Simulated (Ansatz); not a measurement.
# Squeezing and shearing glassy 76SiO2-24MgO (mol %) (94 atoms), part 3 of 3

Aim: relax glassy 76SiO2-24MgO (mol %) (94 atoms), then change its volume and shape to read moduli from the stress.

Ansatz 0.2.0; Kohn-Sham DFT, revPBE, PAW (set soft_2), plane waves.

The cell: 26 Si, 8 Mg and 60 O. The quench rate of 50 K/ps is many orders above laboratory rates. The starting topology of bonds comes from the classical model. The Brillouin zone is sampled at Γ only.

So far. Step 9 (Volume -10 %): The relaxation converged after 10 steps, 5.57 eV below its start, with a largest force component of 0.035 eV/Å. Step 9 (Volume -10 %): Volume -10 %: the energy stands 1.81 eV above that of the reference, at a pressure of 4.59 GPa.

## (10) Stretched by 1 % along x

The relaxed cell is strained along x alone, which gives the stiffness along x and its coupling to y and z.

File input.yaml:

```yaml
crystal:
  lattice:
    - [10.37765, 0.2691, 0.04278]
    - [0.27179, 11.18682, -0.3946]
    - [0.04321, -0.3946, 11.41026]
  atoms:
    [... the 94 atom lines of step 4 ...]
kpoints:
  mp_grid: { grid: [1, 1, 1] }
hamiltonian:
  xc: revpbe
scf:
  occupations: { method: fixed }
output:
  forces: true
  eigenvalues: true
  stress: true
relax:
  f_tol: 0.05
  max_steps: 70
```

Launch:

```
$ ansatz run input.yaml --threads 4 --pin off --max-ram 8192MiB --backend cpu --events-out ev --progress --plain --runs-dir out
```

Numbers of over 12 decimals in the logs are rounded to 6 here.

Log:

```text
[...]
Crystal: 94 atoms, lattice volume = 1322.170 Å³
Basis set: ecut = 420 eV, 25845 PW (Γ), exchange–correlation on 144×150×160 points (8 copies of the dense FFT grid, shifted against one another)
Bands: 366, of which v1, the nominal top of the filled ones, is band 272 counted from 1 (271 counted from 0)
Symmetry: 1 space group operations
[...]
k-points: 1
[...]
SCF iter   1: F=—  HF=-66220.302680 eV  |F-HF|=—  |Δ(HF+E_count)|=         —  Δρ=3.21e-3  dr2=1.46e-1  ethr=1.77e-3  ⟨swp⟩=4.0  Hψ=1400  notcnv=0  defer=89
[...]
SCF iter   5: F=—  HF=-66220.295524 eV  |F-HF|=—  |Δ(HF+E_count)|=   3.00e-4  Δρ=1.07e-4  dr2=1.34e-4  ethr=8.25e-8  ⟨swp⟩=2.0  Hψ=540  notcnv=0  defer=92
SCF iter   6: F=-66220.295608 eV  HF=-66220.295600 eV  |F-HF|=8.57e-6  |Δ(HF+E_count)|=   7.57e-5  Δρ=3.40e-5  dr2=1.42e-5  ethr=1.15e-8  ⟨swp⟩=14.0  Hψ=2463  notcnv=0
SCF 1 converged in 6 iterations: F = -66220.295608 eV  dr2 = 1.42e-5
[...]
relax step   1: F+E_penalty+E_count = -66220.29560831 eV  Δ(F+E_penalty+E_count) = +0.000e0 eV  max|allowed force component| = 4.506e-1 eV/Å  Δτ_max = 0.0000 Å  (6 SCF iters, dr2 threshold 6.25e-5 eV, accepted)
[...]
relax step   2: F+E_penalty+E_count = -66220.33998773 eV  Δ(F+E_penalty+E_count) = -4.438e-2 eV  max|allowed force component| = 2.617e-1 eV/Å  Δτ_max = 0.0140 Å  (5 SCF iters, dr2 threshold 1.27e-5 eV, accepted)
[...]
relax step   3: F+E_penalty+E_count = -66220.37017967 eV  Δ(F+E_penalty+E_count) = -3.019e-2 eV  max|allowed force component| = 7.827e-2 eV/Å  Δτ_max = 0.0215 Å  (6 SCF iters, dr2 threshold 4.28e-6 eV, accepted)
relax step   4: F+E_penalty+E_count = -66220.37421129 eV  Δ(F+E_penalty+E_count) = -4.032e-3 eV  max|allowed force component| = 8.631e-2 eV/Å  Δτ_max = 0.0302 Å  (8 SCF iters, accepted)
[...]
relax step   5: F+E_penalty+E_count = -66220.37862113 eV  Δ(F+E_penalty+E_count) = -4.410e-3 eV  max|allowed force component| = 3.611e-2 eV/Å  Δτ_max = 0.0141 Å  (8 SCF iters, accepted)
SCF converged after 8 iterations
Free energy (F): -66220.378621 eV
[...]
Internal energy: -66220.378621 eV  (E = F + TS)
E sigma→0 (E₀):  -66220.378621 eV
Fermi energy:    3.237196 eV
[...]
Σ components = -66220.378621   (vs F -66220.378621, Δ=0.00e0)
--- Forces (eV/Å), atoms counted from 1 ---
  atom   1  Si    -0.00177899    -0.00285431     0.00226407
  atom   2  Si    -0.00953276     0.00828453     0.00414820
  atom   3  Si     0.01286892    -0.00895601     0.00822629
  atom   4  Si     0.00699734    -0.01702543     0.01398277
[...]
atom  94  O      0.00174640    -0.00254826    -0.00934131
  max |Σ_I F_I| component: 1.71e-4 eV/Å
--- Stress (GPa, compression-positive) ---
       -0.851913       0.048567       0.041313
        0.048569      -0.301182       0.055186
        0.041314       0.055187      -0.292574
  P = ⅓ Tr σ = -0.4819 GPa (-4.819 kbar)
--- Band table (eV) ---
[...]
--- Relaxed structure (5 steps of the walk, 5 accepted, 0 SCFs on fresh bases) ---
  F+E_penalty+E_count = -66220.37862113 eV   max|allowed force component| = 3.611e-2 eV/Å
  atoms:
    - { symbol: Si, position: [0.358899, 0.306869, 0.759477] }
    - { symbol: Si, position: [0.151146, 0.462993, 0.913140] }
    - { symbol: Si, position: [0.159611, 0.104331, 0.784203] }
    - { symbol: Si, position: [0.124609, 0.992548, 0.266268] }
[...]
- { symbol: O, position: [0.579663, 0.660747, 0.701198] }
```

The job ended after 32 s (4 threads of Intel Xeon 6975P-C (Granite Rapids), shared host; peak memory 1.7 GiB; 2 min of CPU time).

The relaxation converged after 5 steps, 0.0830 eV below its start, with a largest force component of 0.036 eV/Å.

Stretched by 1 % along x: the energy stands 0.0309 eV above that of the reference, at a pressure of -0.482 GPa.

## (11) Compressed by 1 % along x

The relaxed cell is strained along x alone, which gives the stiffness along x and its coupling to y and z.

input.yaml, the sections that differ from step 10:

```yaml
crystal:
  lattice:
    - [10.17215, 0.2691, 0.04278]
    - [0.26641, 11.18682, -0.3946]
    - [0.04235, -0.3946, 11.41026]
  atoms:
    [... the 94 atom lines of step 4 ...]
# kpoints, hamiltonian, scf, output, relax: as in step 10
```

Log:

```text
[...]
Crystal: 94 atoms, lattice volume = 1295.988 Å³
Basis set: ecut = 420 eV, 25313 PW (Γ), exchange–correlation on 144×150×160 points (8 copies of the dense FFT grid, shifted against one another)
Bands: 366, of which v1, the nominal top of the filled ones, is band 272 counted from 1 (271 counted from 0)
Symmetry: 1 space group operations
[...]
k-points: 1
[...]
SCF iter   1: F=—  HF=-66220.295521 eV  |F-HF|=—  |Δ(HF+E_count)|=         —  Δρ=3.24e-3  dr2=1.46e-1  ethr=1.77e-3  ⟨swp⟩=4.0  Hψ=1402  notcnv=0  defer=89
[...]
SCF iter   5: F=—  HF=-66220.288149 eV  |F-HF|=—  |Δ(HF+E_count)|=   2.99e-4  Δρ=1.06e-4  dr2=1.28e-4  ethr=7.93e-8  ⟨swp⟩=2.0  Hψ=543  notcnv=0  defer=92
SCF iter   6: F=-66220.288232 eV  HF=-66220.288223 eV  |F-HF|=8.41e-6  |Δ(HF+E_count)|=   7.46e-5  Δρ=3.32e-5  dr2=1.30e-5  ethr=1.15e-8  ⟨swp⟩=14.0  Hψ=2479  notcnv=0
SCF 1 converged in 6 iterations: F = -66220.288232 eV  dr2 = 1.30e-5
[...]
relax step   1: F+E_penalty+E_count = -66220.28823189 eV  Δ(F+E_penalty+E_count) = +0.000e0 eV  max|allowed force component| = 5.031e-1 eV/Å  Δτ_max = 0.0000 Å  (6 SCF iters, dr2 threshold 6.25e-5 eV, accepted)
[...]
relax step   2: F+E_penalty+E_count = -66220.33448665 eV  Δ(F+E_penalty+E_count) = -4.625e-2 eV  max|allowed force component| = 2.822e-1 eV/Å  Δτ_max = 0.0142 Å  (5 SCF iters, dr2 threshold 1.58e-5 eV, accepted)
[...]
relax step   3: F+E_penalty+E_count = -66220.36700108 eV  Δ(F+E_penalty+E_count) = -3.251e-2 eV  max|allowed force component| = 7.673e-2 eV/Å  Δτ_max = 0.0221 Å  (6 SCF iters, dr2 threshold 4.98e-6 eV, accepted)
relax step   4: F+E_penalty+E_count = -66220.31284856 eV  Δ(F+E_penalty+E_count) = +5.415e-2 eV  max|allowed force component| = 3.757e-1 eV/Å  Δτ_max = 0.1484 Å  (10 SCF iters, rejected (line search))
relax step   5: F+E_penalty+E_count = -66220.37456031 eV  Δ(F+E_penalty+E_count) = -7.559e-3 eV  max|allowed force component| = 5.491e-2 eV/Å  Δτ_max = 0.0306 Å  (9 SCF iters, accepted)
[...]
relax step   6: F+E_penalty+E_count = -66220.37592173 eV  Δ(F+E_penalty+E_count) = -1.361e-3 eV  max|allowed force component| = 3.816e-2 eV/Å  Δτ_max = 0.0385 Å  (8 SCF iters, accepted)
SCF converged after 8 iterations
Free energy (F): -66220.375922 eV
[...]
Internal energy: -66220.375922 eV  (E = F + TS)
E sigma→0 (E₀):  -66220.375922 eV
Fermi energy:    3.363691 eV
[...]
Σ components = -66220.375922   (vs F -66220.375922, Δ=0.00e0)
--- Forces (eV/Å), atoms counted from 1 ---
  atom   1  Si     0.00631169     0.00108951     0.00475503
  atom   2  Si    -0.00453815    -0.00282179     0.00246796
  atom   3  Si     0.03183359     0.00647254     0.01349763
  atom   4  Si    -0.00302963     0.01242122     0.01837649
[...]
atom  94  O      0.00025437    -0.00170928     0.00105515
  max |Σ_I F_I| component: 1.63e-4 eV/Å
--- Stress (GPa, compression-positive) ---
        0.765454      -0.038222      -0.035421
       -0.038221       0.291252      -0.110374
       -0.035420      -0.110373       0.288039
  P = ⅓ Tr σ = 0.4482 GPa (4.482 kbar)
--- Band table (eV) ---
[...]
--- Relaxed structure (6 steps of the walk, 5 accepted, 0 SCFs on fresh bases) ---
  F+E_penalty+E_count = -66220.37592173 eV   max|allowed force component| = 3.816e-2 eV/Å
  atoms:
    - { symbol: Si, position: [0.360956, 0.305478, 0.757054] }
    - { symbol: Si, position: [0.151489, 0.462964, 0.912929] }
    - { symbol: Si, position: [0.163912, 0.101493, 0.787152] }
    - { symbol: Si, position: [0.122942, 0.990219, 0.267189] }
[...]
- { symbol: O, position: [0.575687, 0.665545, 0.699459] }
```

Run time: 39 s. Hardware: 4 threads; peak memory 1.6 GiB; 2.4 min of CPU time.

The relaxation converged after 6 steps, 0.0877 eV below its start, with a largest force component of 0.038 eV/Å.

Compressed by 1 % along x: the energy stands 0.0336 eV above that of the reference, at a pressure of 0.448 GPa.

## (12) Sheared by 2 % in xy

A shear of the relaxed cell gives the modulus that volume changes can't reach.

input.yaml, the sections that differ from step 11:

```yaml
crystal:
  lattice:
    - [10.27759, 0.37185, 0.04278]
    - [0.38097, 11.18951, -0.3946]
    - [0.03883, -0.39417, 11.41026]
  atoms:
    [... the 94 atom lines of step 4 ...]
# kpoints, hamiltonian, scf, output, relax: as in step 11
```

Log:

```text
[...]
Crystal: 94 atoms, lattice volume = 1308.948 Å³
Basis set: ecut = 420 eV, 25565 PW (Γ), exchange–correlation on 144×150×160 points (8 copies of the dense FFT grid, shifted against one another)
Bands: 366, of which v1, the nominal top of the filled ones, is band 272 counted from 1 (271 counted from 0)
Symmetry: 1 space group operations
[...]
k-points: 1
[...]
SCF iter   1: F=—  HF=-66220.239161 eV  |F-HF|=—  |Δ(HF+E_count)|=         —  Δρ=3.22e-3  dr2=1.46e-1  ethr=1.77e-3  ⟨swp⟩=4.0  Hψ=1402  notcnv=0  defer=89
[...]
SCF iter   6: F=-66220.231310 eV  HF=-66220.231301 eV  |F-HF|=8.69e-6  |Δ(HF+E_count)|=   7.53e-5  Δρ=3.32e-5  dr2=1.33e-5  ethr=1.15e-8  ⟨swp⟩=14.0  Hψ=2497  notcnv=0
SCF 1 converged in 6 iterations: F = -66220.231310 eV  dr2 = 1.33e-5
[...]
relax step   1: F+E_penalty+E_count = -66220.23130996 eV  Δ(F+E_penalty+E_count) = +0.000e0 eV  max|allowed force component| = 5.554e-1 eV/Å  Δτ_max = 0.0000 Å  (6 SCF iters, dr2 threshold 6.25e-5 eV, accepted)
[...]
relax step   2: F+E_penalty+E_count = -66220.29958647 eV  Δ(F+E_penalty+E_count) = -6.828e-2 eV  max|allowed force component| = 3.205e-1 eV/Å  Δτ_max = 0.0155 Å  (5 SCF iters, dr2 threshold 1.93e-5 eV, accepted)
[...]
relax step   3: F+E_penalty+E_count = -66220.34332537 eV  Δ(F+E_penalty+E_count) = -4.374e-2 eV  max|allowed force component| = 6.959e-2 eV/Å  Δτ_max = 0.0232 Å  (6 SCF iters, dr2 threshold 6.42e-6 eV, accepted)
relax step   4: F+E_penalty+E_count = -66220.28657390 eV  Δ(F+E_penalty+E_count) = +5.675e-2 eV  max|allowed force component| = 2.668e-1 eV/Å  Δτ_max = 0.2000 Å  (10 SCF iters, rejected (line search))
[...]
relax step   5: F+E_penalty+E_count = -66220.35035644 eV  Δ(F+E_penalty+E_count) = -7.031e-3 eV  max|allowed force component| = 4.307e-2 eV/Å  Δτ_max = 0.1000 Å  (9 SCF iters, accepted)
SCF converged after 9 iterations
Free energy (F): -66220.350356 eV
[...]
Internal energy: -66220.350356 eV  (E = F + TS)
E sigma→0 (E₀):  -66220.350356 eV
Fermi energy:    3.249543 eV
[...]
--- Forces (eV/Å), atoms counted from 1 ---
  atom   1  Si    -0.01184850     0.00151557     0.01217425
  atom   2  Si     0.01580994    -0.00152419    -0.01907911
  atom   3  Si     0.00639760    -0.00430400     0.00689544
  atom   4  Si    -0.02374825    -0.01319446    -0.02043151
  atom   5  Si    -0.00426175     0.00815925    -0.00253387
  atom   6  Si     0.00598643    -0.01434611     0.00999188
  atom   7  Si     0.02509777    -0.00283081     0.00116452
  atom   8  Si     0.01385783    -0.02850131     0.01604217
  atom   9  Si    -0.00602310    -0.01523136    -0.00863050
  atom  10  Si     0.00594161     0.00246366    -0.01605270
  atom  11  Si    -0.02292640    -0.00812357     0.00536516
  atom  12  Si     0.01667945    -0.00304098    -0.00819593
  atom  13  Si    -0.00500796     0.02419723    -0.03770451
  atom  14  Si     0.00521480    -0.00624724    -0.00502078
[...]
atom  93  O      0.00390676     0.01373364    -0.00829199
  atom  94  O      0.00171764    -0.00503197     0.00436618
  max |Σ_I F_I| component: 2.46e-4 eV/Å
--- Stress (GPa, compression-positive) ---
        0.035360      -0.680812       0.034564
       -0.680812       0.048783      -0.082493
        0.034565      -0.082492      -0.020026
  P = ⅓ Tr σ = 0.0214 GPa (0.214 kbar)
--- Band table (eV) ---
[...]
--- Relaxed structure (5 steps of the walk, 4 accepted, 0 SCFs on fresh bases) ---
  F+E_penalty+E_count = -66220.35035644 eV   max|allowed force component| = 4.307e-2 eV/Å
  atoms:
    - { symbol: Si, position: [0.360145, 0.304917, 0.757406] }
    - { symbol: Si, position: [0.149743, 0.462580, 0.913549] }
    - { symbol: Si, position: [0.163460, 0.102422, 0.785413] }
    - { symbol: Si, position: [0.124639, 0.989548, 0.268514] }
[...]
- { symbol: O, position: [0.578698, 0.665516, 0.700550] }
```

Elapsed: 32 s, on 4 threads; peak memory 1.7 GiB.

The relaxation converged after 5 steps, 0.119 eV below its start, with a largest force component of 0.043 eV/Å.

Sheared by 2 % in xy: the energy stands 0.0591 eV above that of the reference, at a pressure of 0.0214 GPa.

## (13) Pressure against volume

Atoms are relaxed at each volume, in the scaled cell.

```
volume change (%)  volume (Å³/atom)  energy change (meV/atom)  pressure (GPa)  largest move on relaxing (Å)  bonds  gap (eV)
              -10            12.534                     19.31            4.59                          0.77    139                4.01
               -6            13.091                      7.00            2.74                          0.39    138                3.90
               -3            13.509                      1.80            1.34                          0.22    134                3.80
               +0            13.926                      0.00            0.00                             -    134                3.68
               +3            14.344                      1.82           -1.48                          0.14    134                3.58
               +6            14.762                      7.62           -3.01                          0.22    134                3.46
```

## (14) Uniaxial strain and shear

Stress (GPa, compression positive) less that of the relaxed cell, atoms relaxed:

```
                   strain      xx      yy      zz      xy  energy change (meV/atom)
 stretched by 1 % along x  -0.850  -0.310  -0.297   0.052                      0.33
compressed by 1 % along x   0.768   0.283   0.283  -0.035                      0.36
     sheared by 2 % in xy   0.037   0.040  -0.025  -0.677                      0.63
```

## (15) Findings

The bulk modulus, from the slope of pressure against ln V over the three points nearest the relaxed volume, is 47.0 GPa; between neighbouring points the slope runs 43, 45, 44, 50 and 53 GPa from the smallest volume up, without a steady fall, so no pressure derivative is given. The count of bonds runs from 134 to 139 over the series, so at some points contacts cross the cutoffs. At -10 % some atom moved by over 0.5 Å on relaxing, so that point may sit in another local minimum. The gap goes from 4.01 eV at the smallest volume to 3.46 eV at the largest, -3.4 eV per unit of ln V by a straight line, on the run's k-points. In the Cartesian axes of the cell, finite differences give C11 = 80.9, C12 = 29.6, C13 = 29.0 and C66 = 33.9 GPa (the shear of 2 % is the engineering strain, εxy = 0.01). The mean of C11, C12 and C13, which equals the bulk modulus in a cubic or isotropic solid, is 46.5 GPa: it agrees with the bulk modulus within 10 %. For an isotropic solid C66 would equal (C11 − C12)/2 = 25.6 GPa; so small a sample needn't be isotropic, and C66 rests on one shear. With the bulk modulus and C66 as K and G, Young's modulus would be about 82 GPa and Poisson's ratio 0.21.

Caveats: Strains are finite and relaxations stop at the force tolerance of the input, which can leave moduli too stiff; they are those of a static cell at zero temperature. Volumes are changed with the cell's shape held, so in an anisotropic solid the modulus lies over the one under free hydrostatic load. The program notes that the SCF threshold of the relaxations is loose for the stress.

The DFT runs together took 7.6 min of wall time.

[Logs are printed without paths, hosts, clocks, repeated set-up lines and the standing remarks that a program may print on its own settings, such as how far it seeks lower states.]

[Hosts, paths, dates, database ids (printed as entryN), source tags and the programs' standing remarks are cut or masked in the printed files.]
